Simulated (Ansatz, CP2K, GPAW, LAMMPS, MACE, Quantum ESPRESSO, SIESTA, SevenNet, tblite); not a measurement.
# Glassy 97GeO2-3Na2O (mol %) (93 atoms) in tblite

How near does tblite come to plane waves for glassy 97GeO2-3Na2O (mol %) (93 atoms)?

Main program and level: tblite 0.8.0; the method is named at each step.

### Step 1. The structure

The cell holds 93 atoms: 30 Ge, 2 Na and 61 O. Cell: a = 11.292 Å, b = 11.292 Å, c = 11.292 Å, α = 90.0°, β = 90.0°, γ = 90.0°. 93 atoms (30 Ge, 2 Na, 61 O) placed at random at 3.66 g/cm³, melted at 4000 K for 10 ps at fixed volume with the Morse and Coulomb pair potential with partial charges (Pedone, Malavasi, Menziani, Cormack and Segre, J. Phys. Chem. B 110, 11780 (2006)). Quenched from 4000 K to 300 K at 60 K/ps and fixed volume, held 10 ps at zero pressure.

The yardstick, on the same geometry:

```
method                                           : Kohn-Sham DFT, PBE, SSSP efficiency 1.3.0 pseudopotentials, plane waves (Quantum ESPRESSO 7.5); sssp-pbe-1.3.0-efficiency, cutoffs 60/480 Ry, Γ point
r.m.s. force component                           : 1.217 eV/Å
longest force                                    : 4.2 eV/Å
pressure                                         : 6.422 GPa
gap (highest filled to lowest empty level) : 0.9486 eV
time                                             : 5.1 min on 4 MPI ranks of Arm Neoverse V2, shared host
CPU time                                         : 21 min
```

### Step 2. GFN1-xTB

Method: GFN1-xTB tight binding, diagonalisation.

File run.py:

```python
import numpy as np
from ase.io import read
from tblite.ase import TBLite

atoms = read("structure.xyz")
atoms.calc = TBLite(method="GFN1-xTB", electronic_temperature=580, accuracy=1.0, max_iterations=250, mixer_damping=0.4, verbosity=1)
energy = atoms.get_potential_energy()
forces = atoms.get_forces()
print(f"energy {energy:.6f} eV")
print("forces (eV/A)")
for i, (a, f) in enumerate(zip(atoms, forces)):
    print(f"{i:4d} {a.symbol:2s} {f[0]:10.5f} {f[1]:10.5f} {f[2]:10.5f}")
stress = -atoms.get_stress(voigt=False) * 160.21766
print("stress (GPa, compression positive)")
for row in stress:
    print(" ".join(f"{x:10.4f}" for x in row))
print("charges (e)")
print(np.array2string(atoms.get_charges(), precision=4, suppress_small=True, max_line_width=110, threshold=100000))
```

File structure.xyz:

```xyz
93
Lattice="11.29216 0.00000 0.00000 0.00000 11.29216 0.00000 0.00000 0.00000 11.29216" Properties=species:S:1:pos:R:3 pbc="T T T"
Ge 10.32657 3.06706 9.61403
Ge 3.54811 8.70750 4.26245
Ge 0.36948 0.26345 8.92916
Ge 10.91048 8.50119 10.00203
Ge 3.46489 1.52647 8.34694
Ge 6.41824 6.13627 9.01318
Ge 6.22898 7.17764 2.84856
Ge 9.21508 9.40795 5.46078
Ge 6.09099 4.82672 5.16944
Ge 1.46775 2.11423 4.40620
Ge 0.67900 5.14900 5.77108
Ge 4.49530 11.26190 2.58647
Ge 7.81259 10.90111 2.72932
Ge 7.54282 11.17754 7.70509
Ge 9.22547 7.66049 1.54556
Ge 5.87249 4.62437 0.75646
Ge 0.75341 7.39524 3.40233
Ge 9.54142 2.30665 3.85684
Ge 4.55977 1.93853 11.19155
Ge 4.35290 9.94986 7.26007
Ge 4.42879 2.98418 3.14114
Ge 3.57837 4.96098 7.38586
Ge 7.01751 11.19821 11.04735
Ge 8.38386 3.02867 6.90391
Ge 0.94696 10.63270 5.90072
Ge 9.39790 6.70359 7.43216
Ge 2.26645 7.01130 0.35017
Ge 9.09233 4.28673 1.32130
Ge 4.79194 8.77920 10.29551
Ge 2.13444 4.16285 10.19998
Na 2.08679 7.67212 8.16796
Na 1.02126 4.35110 2.21631
O 7.94968 6.23056 8.29409
O 2.23540 5.16390 0.32375
O 0.42594 5.90986 4.23648
O 5.68764 10.04946 11.04870
O 4.46876 4.74643 5.74048
O 8.44224 9.87928 3.98523
O 1.92915 0.97384 9.03170
O 3.43282 10.11597 3.22143
O 0.57737 3.68678 9.60669
O 4.13812 9.30790 8.84029
O 3.79315 0.29936 7.22687
O 1.04125 7.64581 10.57296
O 4.34895 9.04344 5.76239
O 6.10590 10.29427 7.43284
O 1.70410 0.55907 4.98459
O 5.47331 6.02471 1.65859
O 7.60335 1.55154 7.25499
O 10.55275 5.50052 6.74390
O 9.27640 3.45179 8.36444
O 7.25578 4.18329 6.31943
O 2.06997 5.61966 6.63042
O 0.98027 3.45676 5.36445
O 0.12647 10.05059 9.57778
O 10.50227 1.39684 9.73204
[... 33 atom lines left out ...]
O 7.74800 11.16490 9.39801
O 11.18263 1.79331 3.71264
O 3.17863 2.90976 10.73365
O 2.70402 2.89463 3.47482
```

Started as:

```
$ OMP_NUM_THREADS=1 python run.py > output.txt
```

Log:

```text
------------------------------------------------------------
  cycle        total energy    energy error   density error
------------------------------------------------------------
      1     -279.5088065067  -2.8017573E+02   1.1068683E+00
      2     -306.0067629244  -2.6497956E+01   9.5747716E-01
      3     -326.2449279931  -2.0238165E+01   4.7476121E-01
      4     -315.5566399465   1.0688288E+01   4.9321559E-01
      5     -335.5952794585  -2.0038640E+01   1.4549898E-01
      6     -336.0208880126  -4.2560855E-01   1.1421483E-01
      7     -337.1138300211  -1.0929420E+00   5.9406228E-02
      8     -337.1764652709  -6.2635250E-02   4.5247802E-02
      9     -337.3335344147  -1.5706914E-01   1.6201062E-02
     10     -337.3347413693  -1.2069546E-03   1.2191806E-02
     11     -337.3481393675  -1.3397998E-02   5.0296833E-03
     12     -337.3486961169  -5.5674943E-04   3.7685034E-03
     13     -337.3503019693  -1.6058523E-03   7.2664531E-04
     14     -337.3502957862   6.1830564E-06   7.0085851E-04
     15     -337.3503462906  -5.0504355E-05   2.2597517E-04
     16     -337.3503450830   1.2075509E-06   2.2377277E-04
     17     -337.3503478461  -2.7630522E-06   1.4832564E-04
     18     -337.3503490019  -1.1557960E-06   7.2554841E-05
     19     -337.3503492588  -2.5691446E-07   4.9778651E-05
     20     -337.3503494591  -2.0031575E-07   1.8624421E-05
------------------------------------------------------------
 total:                                   4.473 sec
energy -9179.770585 eV
forces (eV/A)
   0 Ge   -0.67944   -0.32695    1.46260
   1 Ge    1.64132    1.50377   -0.11846
   2 Ge   -0.10939    2.21271   -1.47081
   3 Ge   -0.29009   -1.35413    0.93293
   4 Ge   -1.14775    0.68335   -0.50602
   5 Ge   -2.17938   -0.50893    0.59901
   6 Ge   -1.20496   -2.21336    0.07471
   7 Ge    0.66149    0.67682    0.15911
   8 Ge   -0.77507   -0.63287    0.43707
   9 Ge   -1.12439    0.85219    0.01156
  10 Ge    0.28993   -0.70904    0.02120
  11 Ge    0.53834    1.30356   -0.64527
  12 Ge   -0.00096    0.92892    0.95074
  13 Ge   -0.64475    0.01235   -0.29853
  14 Ge    0.61928   -2.01199    0.64542
  15 Ge    0.23496    0.78407    0.39017
  16 Ge   -0.63734   -0.65786   -1.22296
  17 Ge    0.43790   -0.33707   -0.45006
  18 Ge   -0.33944   -1.28474    0.08422
  19 Ge    0.77040    1.10180   -0.07026
  20 Ge   -0.02386   -0.85604    0.03571
  21 Ge    0.32519   -1.05322    0.41562
  22 Ge   -0.26332    0.42907   -0.71504
  23 Ge    0.11512   -0.64692   -0.23250
[...]
85 O     0.16188    1.00778   -0.42446
  86 O     0.18224   -1.65323   -0.65339
  87 O    -0.60106   -0.85403   -0.85964
  88 O     0.56985   -0.65917   -0.83279
  89 O     0.50958   -0.16507    1.97643
  90 O    -0.06136   -0.55610   -1.20520
  91 O    -0.83164    0.20121    0.54387
  92 O    -0.47408    0.98529   -0.83483
stress (GPa, compression positive)
    2.2755    -0.8715     0.4176
   -0.8715     3.5976     2.0532
    0.4176     2.0532     2.3411
charges (e)
[ 0.7186  0.7305  0.7173  0.7259  0.7245  0.7242  0.7274  0.7244  0.719   0.7286  0.7242  0.7162  0.7261
  0.718   0.727   0.7264  0.7328  0.7193  0.7442  0.7373  0.7331  0.742   0.728   0.7284  0.7073  0.7322
  0.7261  0.7107  0.7283  0.7169  0.253   0.2671 -0.3296 -0.3818 -0.3629 -0.3545 -0.3873 -0.3573 -0.3754
 -0.3517 -0.3519 -0.3555 -0.3518 -0.3854 -0.3322 -0.3898 -0.3278 -0.3869 -0.3562 -0.3526 -0.342  -0.3528
 -0.3711 -0.3743 -0.3233 -0.3616 -0.3726 -0.3911 -0.3699 -0.3877 -0.3774 -0.3355 -0.3558 -0.3548 -0.3599
 -0.3774 -0.3425 -0.381  -0.3622 -0.3267 -0.3611 -0.3282 -0.3831 -0.3751 -0.3745 -0.3705 -0.4937 -0.3639
 -0.3588 -0.3618 -0.361  -0.3986 -0.3523 -0.3281 -0.3519 -0.4155 -0.3815 -0.3539 -0.3759 -0.3529 -0.3878
 -0.3839 -0.3604]
```

The job ended after 5 s (1 thread of Arm Neoverse V2, shared host; peak memory 0.13 GiB).

Banners, paths, timers and routine set-up lines are dropped from the logs unmarked, and long logs keep their key lines alone; longer cuts are marked.

Compared with the plane-wave run:

- r.m.s. force component: 0.7794 eV/Å
- r.m.s. difference of force components: 541.5 meV/Å
- longest difference of force vectors: 2101 meV/Å
- force difference over r.m.s. force: 44.48 %
- slope of forces against the reference's: 0.606
- correlation of force components: 0.9465
- pressure: 2.738 GPa
- pressure difference: -3.684 GPa

Length of the force difference by element (eV/Å):

```csv
element,atoms,mean,most
Ge,30,0.96,1.7
Na,2,0.12,0.15
O,61,0.81,2.1
```

Local excerpt of 10 atoms (numbers count through the whole input) about Ge25, which bears the longest force; x, y, z are measured from there.

```csv
atom,x,y,z,distance (Å),Mulliken charge (e),Fx,Fy,Fz (eV/Å)
Ge25,0.00,0.00,0.00,0.00,0.71,-0.36,-0.81,2.62
O77,0.91,-1.10,0.90,1.68,-0.49,0.17,-0.17,-0.24
O47,0.76,1.22,-0.92,1.70,-0.33,1.46,-0.18,-0.35
O59,-1.35,-0.85,-0.66,1.73,-0.37,-0.20,-0.35,-1.18
O58,-0.75,0.96,1.30,1.78,-0.39,-1.16,0.64,0.22
O70,1.07,-2.53,-1.60,3.18,-0.33,-1.19,-0.28,0.85
Ge10,0.52,2.77,-1.49,3.19,0.73,-1.12,0.85,0.01
Ge3,-0.58,0.92,3.03,3.22,0.72,-0.11,2.21,-1.47
O43,2.85,0.96,1.33,3.28,-0.35,0.07,-0.10,-1.48
Ge8,-3.02,-1.22,-0.44,3.29,0.72,0.66,0.68,0.16
```

Atoms are counted from 1 here, from 0 in the log.

Forces lie 44 % from the reference's, at 0.0041 times its CPU time (on 1 against 4 cores).

### Step 3. What came out

```
force difference from the reference : tblite GFN1-xTB, 44 %
its CPU time                        : 5 s
```

Tight binding differs by 44 % (tblite GFN1-xTB); it is another model, with fitted parameters of its own, and the xTB methods hold dispersion. One electronic-structure run takes under half the reference's CPU time: tblite GFN1-xTB, at 44 % in 5 s against 21 min; its pressure misses by -3.7 GPa. Periodic xTB results under one method name differ between programs and library versions. The reference's pressure holds the uncorrected Pulay stress of its 60 Ry basis, so small pressure differences, and their order, may be the reference's own error. The quench rate of 60 K/ps is many orders above laboratory rates, so the cell is likely richer in defects and strain than a real sample. The network of bonds at the start is that of the classical potential that made the cell, and needn't be the one that DFT or experiment would give. The electronic-structure runs sample only Γ, in a cell whose shortest periodic width is 11 Å.

[Also dropped from logs without a mark: logging warnings of Python, and SIESTA's first energy breakdown and zero terms.]

[Logs are printed without paths, hosts, clocks, repeated set-up lines and the standing remarks that a program may print on its own settings, such as how far it seeks lower states.]

[Hosts, paths, dates, database ids (printed as entryN), source tags and the programs' standing remarks are cut or masked in the printed files.]
